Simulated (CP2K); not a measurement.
Two runs for the S L₂,₃ edge of thionyl fluoride. Run A: CP2K XAS_TDP, all-electron GAPW, PBEh(45%), aug-cc-pVTZ, TDA, ZORA, spin–orbit coupling. Run B differs in one setting.

First lines with a strength over 0.0003. A:

```csv
atom,energy (eV),states,"strength, one atom"
S2 (bonded to 2 F and O),165.38,1,0.0012
,165.74,1,0.0011
,166.45,1,0.0003
,166.54,2,0.0032
,166.80,1,0.0047
```

B:

```csv
atom,energy (eV),states,"strength, one atom"
S2 (bonded to 2 F and O),168.28,1,0.0012
,168.62,1,0.0012
,169.34,2,0.0005
,169.43,1,0.0015
,169.46,1,0.0014
```

**Question.** Which was it: the basis, GW2X switched on, the functional?

GW2X switched on. GW2X shifts the lines nearly together; each 2p level gets its own shift. The lowest line over the strength cut lies at 168.28 eV, against 165.38 eV (PBEh(45%), aug-cc-pVTZ).

[Banner, clock and machine lines of the logs are left out without a mark of their own.]

[Logs are printed without paths, hosts, clocks, repeated set-up lines and the standing remarks that a program may print on its own settings, such as how far it seeks lower states.]

[Hosts, paths, dates, database ids (printed as entryN), source tags and the programs' standing remarks are cut or masked in the printed files.]
